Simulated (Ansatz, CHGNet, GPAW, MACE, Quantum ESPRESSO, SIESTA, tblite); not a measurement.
# GPAW runs on random packing of 64AlN-36Al2O3 (mol %) (86 atoms), part 2 of 2

Aim: run random packing of 64AlN-36Al2O3 (mol %) (86 atoms) in GPAW and see how near its forces come to a plane-wave reference, and at what cost.

Program: GPAW 26.7.0; the method stands at each step. Banners, paths, timers and routine set-up lines are dropped from the logs unmarked, and long logs keep their key lines alone; longer cuts are marked.

So far. Step 4 (PBE, LCAO sz(dzp), h 0.18 Å): Against the first run (11 %), the force difference from the reference is 39 %, at 0.22 times the CPU time, with 344 basis functions against 1118: the smaller basis costs accuracy. Step 5 (PBE, grid h 0.2 Å): Against the first run (11 %), the force difference from the reference is 4.8 %, at 0.59 times the CPU time (on 2 against 1 cores).

## (6) PBE, LCAO dzp, h 0.22 Å

Method: Kohn-Sham DFT, PBE, PAW, atomic orbitals (dzp).

Input file run.py:

```python
import numpy as np
from ase.io import read
from gpaw import GPAW, FermiDirac

atoms = read("structure.xyz")
atoms.calc = GPAW(
    mode="lcao",
    basis="dzp",
    h=0.22,
    xc="PBE",
    kpts={"size": (1, 1, 1), "gamma": True},
    occupations=FermiDirac(0.05),
    maxiter=200,
    symmetry={"point_group": False},
    txt="gpaw.txt",
)
energy = atoms.get_potential_energy(force_consistent=True)
forces = atoms.get_forces()
print(f"energy {energy:.6f} eV")
print("forces (eV/A)")
for i, (a, f) in enumerate(zip(atoms, forces)):
    print(f"{i:4d} {a.symbol:2s} {f[0]:10.5f} {f[1]:10.5f} {f[2]:10.5f}")
print(f"Fermi level {atoms.calc.get_fermi_level():.4f} eV")
for k in range(len(atoms.calc.get_ibz_k_points())):
    for s in range(atoms.calc.get_number_of_spins()):
        e = atoms.calc.get_eigenvalues(kpt=k, spin=s)
        n = np.searchsorted(e, atoms.calc.get_fermi_level())
        print(f"k {k} spin {s} levels about the Fermi level:", np.round(e[max(n - 6, 0):n], 4).tolist(), "|", np.round(e[n:n + 6], 4).tolist())
```

Input file structure.xyz:

```xyz
86
Lattice="9.73820 0.00000 0.00000 0.00000 9.73820 0.00000 0.00000 0.00000 9.73820" Properties=species:S:1:pos:R:3 pbc="T T T"
[... 86 atom lines left out: the same atoms as in the first run ...]
```

Run with:

```
> OMP_NUM_THREADS=1 python run.py > output.txt
```

The log of the run:

```text
energy -435.712577 eV
forces (eV/A)
   0 Al    0.49713    0.43493   -0.08340
   1 Al    0.22901   -0.62674    1.10103
   2 Al   -0.26638    1.61704   -1.99390
   3 Al    1.55281    1.25011    0.93830
   4 Al   -2.50009   -0.50576   -2.91307
   5 Al   -2.63437    1.25990    1.54011
   6 Al   -0.51982    1.01636    0.26271
   7 Al    0.74743   -2.20126    5.74202
   8 Al    1.93982   -0.68892   -2.15524
   9 Al    0.03940   -1.47848    2.48556
  10 Al   -2.27157   -0.97853    0.87257
  11 Al    0.46564    3.44422    0.38756
  12 Al   -2.74044    2.08828    1.55972
  13 Al   -0.26785   -0.58515   -1.86755
  14 Al   -3.45362   -3.92594   -0.64820
  15 Al   -0.78056    0.96355   -1.30766
  16 Al    0.31653   -2.97637   -2.30548
  17 Al    2.33010    5.50587    0.60048
  18 Al    0.33495   -1.01002    1.05701
  19 Al    0.26515   -1.89919   -2.03979
  20 Al   -0.76480    0.47080   -0.94094
  21 Al    0.64902    0.30806    0.95134
  22 Al    1.31675   -0.63328    0.23710
  23 Al    1.26288   -0.91769    2.17738
[...]
78 O     0.48686    2.89476   -2.71442
  79 O    -0.80403    0.88632   -0.34663
  80 O     0.19722   -3.78292    3.77625
  81 O    -1.89654   -1.17104    4.05813
  82 O     0.68655    2.25361   -0.32923
  83 O     2.74032    0.75429    1.62060
  84 O    -0.92575   -1.52468   -1.08649
  85 O     1.00189    0.41183   -0.70591
Fermi level 6.8608 eV
k 0 spin 0 levels about the Fermi level: [6.5932, 6.606, 6.6678, 6.6954, 6.7797, 6.8431] | [6.892, 6.922, 7.0104, 7.0642, 7.1504, 7.2296]
```

gpaw.txt:

```text
Input parameters:
  mode=LCAO(),
  basis={'default': 'dzp'},
  h=0.22,
  kpts=MonkhorstPack(size=(1, 1, 1), gamma=True),
  maxiter=200,
  occupations=Occupations(name='fermi-dirac', width=0.05, fixmagmom=False),
  symmetry=Symmetry(point_group=False),
  xc=XC(name='PBE')
Unit cell  # Å
| periodic |        x |        y |        z |  lengths |    angles |
[... lines left out ...]
  Fermi-Dirac:
[... lines left out ...]
convergence criteria:
- Maximum [total energy] change in last 3 cyles: 0.0005 eV / valence electron
[... lines left out ...]
Converged in 26 steps
[... lines left out ...]
  Free energy:    -435.712577
  Extrapolated:   -435.565002
dipole moment: (-46.534276, 44.202776, 0.464347)  # |e|*Ang
Fermi level: 6.861
Eigenvalues  # (at kpt = [0.000, 0.000, 0.000])
| band index |      eig [eV] | occ [0-2] |
|------------|---------------|-----------|
|          0 |       -13.624 |     2.000 |
|        ... |               |           |
|        184 |         6.486 |     1.999 |
|        185 |         6.522 |     1.998 |
[...]
|        199 |         7.320 |     0.000 |
|        ... |               |           |
|        234 |        10.997 |     0.000 |
Gap: 0.049 eV
Transition (v -> c):
  (s=0, k=0, n=191, [0.00, 0.00, 0.00]) -> (s=0, k=0, n=192, [0.00, 0.00, 0.00])
No difference between direct/indirect transitions
Force computation time: 32.496  # s
timing:  # [seconds]
  Total:  388.263  # ━━━━━━━━━━━━━━━━━━━━━━━━━━━━━━━━━━━━━━━━━━━━━━━━━━━━━━━━
  Init:     7.730  # ━
  SCF:    348.008  # ━━━━━━━━━━━━━━━━━━━━━━━━━━━━━━━━━━━━━━━━━━━━━━━━━━
  Forces:  32.496  # ━━━━╸
```

It took 6.5 min on 1 thread of Arm Neoverse V2, shared host; peak memory 1 GiB.

Compared with the plane-wave run:

```yaml
r_m_s_force_component: 1.722 eV/Å
r_m_s_difference_of_force_components: 238.9 meV/Å
longest_difference_of_force_vectors: 784.8 meV/Å
force_difference_over_r_m_s_force: 13.33 %
slope_of_forces_against_the_reference_s: 0.9527
correlation_of_force_components: 0.9916
energy_less_the_same_level_run_s: 160.2 meV/atom
r_m_s_force_difference_from_the_same_level_run: 120.8 meV/Å
```

This is a coarse setting, run to see what it loses.

Against the first run (11 %), the force difference from the reference is 13 %, at 0.53 times the CPU time: the grid matters here.

The forces add up to 0.95 eV/Å instead of zero, usually a sign of too coarse a grid.

## (7) All runs compared

Differences are against the plane-wave reference, forces as r.m.s. over components; share is that over the reference's r.m.s. force, slope the least-squares factor from reference forces to these. Total energies of different programs have different zeros and aren't compared.

```tsv
run	Δ force, r.m.s. (meV/Å)	share (%)	slope	cores	CPU time	memory (GiB)
reference	-	-	-	4	25 min	3.3
GPAW PBE, LCAO dzp, h 0.18 Å	201	11.2	0.960	1	12 min	1.9
GPAW PBE, LCAO dzp, h 0.18 Å, other mixer settings	201	11.2	0.960	2	20 min	2.1
GPAW PBE, LCAO sz(dzp), h 0.18 Å (coarse)	703	39.2	0.951	1	2.7 min	1.4
GPAW PBE, grid h 0.2 Å	85.8	4.79	0.998	2	7.2 min	1.6
GPAW PBE, LCAO dzp, h 0.22 Å (coarse)	239	13.3	0.953	1	6.5 min	1.0
```

Rows marked coarse were listed beforehand as settings not expected to be converged; some can still land near the reference.

CPU time is summed over cores on a shared host, where runs went side by side, so it is rough. Symmetry, cutoffs, thresholds, outputs and thread counts weren't matched or tuned between programs; memory under MPI is the largest rank's times the ranks.

Within one program, basis, potentials and functional, energies share a zero. Each run against its twin at the usual cutoff or grid and solver:

```tsv
run	twin	Δ energy (meV/atom)	Δ force, r.m.s. (meV/Å)	CPU time over the twin's
GPAW PBE, LCAO dzp, h 0.18 Å, other mixer settings	LCAO dzp, h 0.18 Å	0	3.90	1.6 (this twin ran on 1 cores)
GPAW PBE, LCAO dzp, h 0.22 Å	LCAO dzp, h 0.18 Å	160	121	0.53
```

## (8) Results

| Item | Value |
| --- | --- |
| nearest in forces | GPAW PBE, grid h 0.2 Å, 4.8 % |
| its CPU time | 7.2 min |

In words: PBE on plane waves or a grid with other potentials, cutoffs or grids, coarse settings apart, differs from the reference by 4.8 % (GPAW PBE, grid h 0.2 Å) of the r.m.s. force; this holds the reference's own error, so differences of a few per cent don't tell which side is nearer the exact PBE result. The PBE runs in local orbitals, coarse settings apart, differ by 11 % in each run; basis, grid and potentials can all enter. Runs with settings chosen to be coarse differ by 13 % (GPAW PBE, LCAO dzp, h 0.22 Å) to 39 % (GPAW PBE, LCAO sz(dzp), h 0.18 Å), their programs' other errors included. Of the electronic-structure runs that take under half the reference's CPU time, GPAW PBE, grid h 0.2 Å comes nearest, at 4.8 % in 7.2 min against 25 min. The reference's stress is far from hydrostatic: its diagonal is 3.1, 8.3, 3.4 GPa, compression counted positive. The reference's pressure of 4.9 GPa belongs to a cell and atoms that aren't relaxed at this level. The electronic-structure runs sample only Γ, in a cell whose shortest periodic width is 10 Å, which is coarse for a cell with partly filled levels.

[Also dropped from logs without a mark: logging warnings of Python, and SIESTA's first energy breakdown and zero terms.]

[Logs are printed without paths, hosts, clocks, repeated set-up lines and the standing remarks that a program may print on its own settings, such as how far it seeks lower states.]

[Hosts, paths, dates, database ids (printed as entryN), source tags and the programs' standing remarks are cut or masked in the printed files.]
